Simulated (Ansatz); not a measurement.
# (10,0) carbon nanotube bundle (120 atoms): atom by atom

Graphene sheet (a = 2.46 Å) rolled into a (10,0) tube of diameter 7.83 Å, 3 periods, hexagonal bundle with 3.3 Å between walls; then minimised and run for 3 ps at 300 K (NVT) with a classical potential, last frame taken.

Calculated values (Ansatz 0.2.0, Kohn-Sham DFT, PBEsol, PAW (set soft_2), plane waves; cutoff 420 eV, k-mesh 2×2×1, gaussian smearing of 0.025 eV) for the geometry as built.

Cell vectors (Å):

```
11.130 0.000 0.000
-5.565 9.639 0.000
0.000 0.000 12.783
```

Positions (Å):

```
1 C 3.991 0.473 1.452
2 C 3.599 1.626 0.721
3 C 2.810 2.546 1.402
4 C 1.861 3.391 0.696
5 C 3.487 1.633 3.550
6 C 2.769 2.614 2.805
7 C 0.719 3.928 1.444
8 C -0.550 3.904 0.693
9 C 1.938 3.420 3.556
10 C 0.758 3.940 2.881
11 C -1.670 3.533 1.466
12 C 8.459 2.799 0.717
13 C -0.479 3.938 3.578
14 C -1.685 3.594 2.888
15 C 7.745 1.856 1.414
16 C 7.323 0.719 0.720
17 C 8.503 2.834 3.603
18 C 7.760 1.885 2.837
19 C 1.705 9.184 1.409
20 C 2.042 7.950 0.697
21 C 7.270 0.741 3.544
22 C 1.743 9.158 2.833
23 C 2.658 6.894 1.415
24 C 3.683 6.210 0.754
25 C 1.997 7.988 3.519
26 C 2.725 6.982 2.834
27 C 4.885 5.808 1.428
28 C 6.061 5.802 0.724
29 C 3.763 6.325 3.576
30 C 4.874 5.796 2.836
31 C 7.234 6.030 1.435
32 C -2.892 6.752 0.743
33 C 6.090 5.711 3.525
34 C 7.282 6.062 2.853
35 C -2.097 7.683 1.408
36 C -1.588 8.889 0.682
37 C -2.824 6.721 3.524
38 C -2.036 7.673 2.807
39 C -1.774 8.849 3.572
40 C 3.870 0.437 2.892
41 C 3.683 0.464 5.703
42 C 3.447 1.600 4.975
43 C 2.796 2.691 5.669
44 C 1.860 3.438 4.977
45 C 3.500 1.654 7.806
46 C 2.826 2.705 7.109
47 C 0.726 3.868 5.686
48 C -0.527 4.004 4.968
49 C 1.870 3.509 7.769
50 C 0.708 3.975 7.091
51 C -1.697 3.605 5.706
52 C 8.387 2.912 4.997
53 C -0.503 3.957 7.841
54 C -1.698 3.627 7.133
55 C 7.680 1.928 5.705
56 C 7.245 0.806 4.958
57 C 8.447 2.873 7.803
58 C 7.722 1.908 7.122
59 C 1.804 9.205 5.635
60 C 2.020 8.014 4.975
61 C 7.265 0.752 7.795
62 C 1.703 9.143 7.062
63 C 2.758 6.981 5.724
64 C 3.667 6.199 4.996
65 C 2.186 8.070 7.818
66 C 2.787 6.968 7.120
67 C 4.891 5.760 5.659
68 C 6.091 5.765 4.942
69 C 3.764 6.211 7.812
70 C 4.871 5.756 7.133
71 C 7.282 5.975 5.635
72 C -2.877 6.780 4.965
73 C 6.114 5.666 7.806
74 C 7.252 6.019 7.069
75 C -2.199 7.747 5.674
76 C -1.801 8.906 5.002
77 C -2.872 6.669 7.817
78 C -2.273 7.770 7.124
79 C -1.846 8.914 7.854
80 C 3.674 0.438 7.116
81 C 4.018 0.492 9.899
82 C 3.546 1.646 9.203
83 C 2.777 2.608 9.920
84 C 1.833 3.430 9.217
85 C 3.484 1.630 12.065
86 C 2.810 2.647 11.331
87 C 0.731 3.963 9.948
88 C -0.511 3.995 9.250
89 C 1.839 3.417 12.078
90 C 0.703 3.936 11.368
91 C -1.660 3.574 9.917
92 C 8.460 2.856 9.239
93 C -0.526 3.884 12.076
94 C -1.689 3.564 11.350
95 C 7.694 1.881 9.962
96 C 7.302 0.734 9.246
97 C 8.431 2.896 12.063
98 C 7.625 1.915 11.355
99 C 1.732 9.173 9.907
100 C 2.058 7.980 9.194
101 C 7.178 0.733 12.025
102 C 1.710 9.106 11.310
103 C 2.679 6.907 9.961
104 C 3.716 6.251 9.219
105 C 2.044 8.001 12.094
106 C 2.688 6.930 11.376
107 C 4.825 5.724 9.914
108 C 6.040 5.718 9.192
109 C 3.671 6.128 12.097
110 C 4.846 5.748 11.365
111 C 7.226 6.105 9.944
112 C -2.870 6.755 9.216
113 C 6.043 5.766 12.092
114 C 7.174 6.250 11.343
115 C -2.073 7.699 9.936
116 C -1.827 8.892 9.241
117 C -2.929 6.867 12.087
118 C -2.038 7.680 11.392
119 C -1.569 8.870 12.052
120 C 3.981 0.489 11.325
```

Q: Give the force and the charge of every atom.

Columns: atom, q, fx, fy, fz (forces in eV/Å, q the Löwdin charge in e).

```
1 0.04 -0.386 -1.262 -0.706
2 0.03 -0.777 -0.324 -0.652
3 0.04 -1.299 2.526 -0.483
4 0.03 -0.410 -0.120 1.528
5 0.04 -0.009 -0.870 0.391
6 0.04 1.905 -0.906 1.249
7 0.03 0.257 -1.028 -1.012
8 0.04 1.920 0.298 2.403
9 0.04 -3.142 1.583 -0.579
10 0.03 0.271 -0.694 -1.086
11 0.04 -0.965 -0.217 -1.322
12 0.05 1.264 2.249 -0.398
13 0.04 -0.630 0.674 -0.823
14 0.03 1.328 -0.356 -0.490
15 0.04 -0.313 0.061 0.755
16 0.04 -1.213 0.638 -2.624
17 0.04 -1.334 0.331 -1.667
18 0.04 -0.497 -0.544 0.772
19 0.04 0.683 -3.099 0.339
20 0.05 -1.084 1.546 1.514
21 0.04 0.596 1.258 -0.287
22 0.04 -1.214 0.917 -0.309
23 0.03 0.709 1.028 0.545
24 0.05 0.891 -1.227 -1.515
25 0.04 0.841 -0.932 1.705
26 0.04 0.241 -0.469 0.628
27 0.04 -2.753 0.330 0.347
28 0.04 0.363 -1.067 -0.696
29 0.04 -1.355 -1.269 -1.129
30 0.04 -0.398 0.675 0.866
31 0.04 1.505 1.219 -0.076
32 0.04 -0.036 0.273 -1.336
33 0.04 0.379 0.493 0.744
34 0.04 -0.810 -1.081 -0.833
35 0.04 1.589 1.826 -0.695
36 0.03 -0.758 -1.028 1.680
37 0.04 0.439 0.572 0.827
38 0.04 -0.963 0.125 1.612
39 0.04 1.130 0.547 -0.135
40 0.04 0.150 0.559 -1.445
41 0.04 1.003 -0.914 0.108
42 0.04 -0.879 2.924 -0.358
43 0.05 1.220 -1.456 1.105
44 0.03 0.436 0.022 -0.387
45 0.04 -0.769 0.441 -0.692
46 0.03 -0.254 -0.017 -0.915
47 0.04 -1.576 1.473 -0.722
48 0.03 0.623 -1.207 1.846
49 0.04 -0.030 -0.499 1.738
50 0.03 0.637 -0.937 0.389
51 0.04 -0.042 0.519 -0.601
52 0.03 1.538 0.246 0.950
53 0.04 -0.432 0.639 -1.159
54 0.03 0.642 -0.339 -0.555
55 0.05 -0.394 0.179 -0.657
56 0.03 0.623 -1.076 0.345
57 0.04 0.334 0.447 1.580
58 0.04 -1.152 -0.669 -0.701
59 0.05 -1.901 -0.051 1.209
60 0.03 1.494 -1.532 -0.820
61 0.04 0.395 -0.433 0.647
62 0.03 1.033 2.242 0.891
63 0.04 -1.274 0.591 -1.451
64 0.03 2.477 0.151 -0.419
65 0.04 -0.954 -2.485 -1.655
66 0.04 0.094 1.007 0.122
67 0.04 -2.106 0.528 1.502
68 0.04 -0.521 -1.338 -0.132
69 0.03 -1.603 0.743 0.192
70 0.05 1.282 -0.633 -2.706
71 0.02 0.450 1.585 1.185
72 0.05 -0.222 -1.785 -1.047
73 0.03 -1.454 -0.022 -0.859
74 0.05 0.612 -0.836 0.153
75 0.04 0.117 0.332 2.088
76 0.04 -0.365 -1.168 -1.220
77 0.03 0.399 2.014 -1.258
78 0.05 1.054 -1.155 -0.443
79 0.03 -1.092 -1.862 -1.811
80 0.05 0.973 1.968 -0.089
81 0.02 -1.843 -0.339 0.785
82 0.05 -0.162 0.401 0.974
83 0.04 0.292 0.836 -0.676
84 0.04 0.588 0.280 -0.004
85 0.04 1.793 -0.643 -0.686
86 0.04 -0.860 -0.244 1.584
87 0.04 -0.168 -0.576 -0.064
88 0.04 0.719 -0.129 -0.425
89 0.04 0.337 0.060 -1.364
90 0.04 0.807 -0.831 0.404
91 0.04 -1.061 -0.110 1.116
92 0.04 -0.188 -0.040 -0.332
93 0.04 0.066 0.740 -0.715
94 0.04 -0.014 -0.060 0.090
95 0.04 0.242 1.084 -1.300
96 0.04 -0.266 1.052 -1.873
97 0.03 -0.912 -1.389 0.268
98 0.04 0.495 -0.034 1.027
99 0.04 -0.217 -2.577 0.362
100 0.04 0.420 0.294 2.293
101 0.03 1.592 -0.238 1.373
102 0.04 -0.852 2.799 1.827
103 0.02 0.417 1.202 -1.643
104 0.05 -0.339 -1.285 1.406
105 0.04 0.473 -2.125 -2.032
106 0.04 0.652 -0.682 0.638
107 0.03 0.070 0.845 0.740
108 0.04 1.987 -0.090 2.344
109 0.03 -0.529 1.191 -0.566
110 0.05 -1.223 -0.104 -0.015
111 0.03 -0.695 0.168 -1.020
112 0.04 -0.278 -0.819 1.357
113 0.04 0.893 0.890 -1.233
114 0.04 -0.054 -1.620 1.362
115 0.03 -0.869 -0.052 0.642
116 0.05 2.364 0.474 0.941
117 0.04 0.079 -1.263 0.218
118 0.04 0.227 1.750 -1.417
119 0.03 -0.330 0.437 -0.233
120 0.04 -0.182 -0.123 0.842
```

 The Löwdin charges lack the electrons that the projection spills, 0.038 e an atom on average.

The r.m.s. force component is 1.09 eV/Å; the longest force, 3.57 eV/Å, acts on C9.

[Logs are printed without paths, hosts, clocks, repeated set-up lines and the standing remarks that a program may print on its own settings, such as how far it seeks lower states.]

[Hosts, paths, dates, database ids (printed as entryN), source tags and the programs' standing remarks are cut or masked in the printed files.]
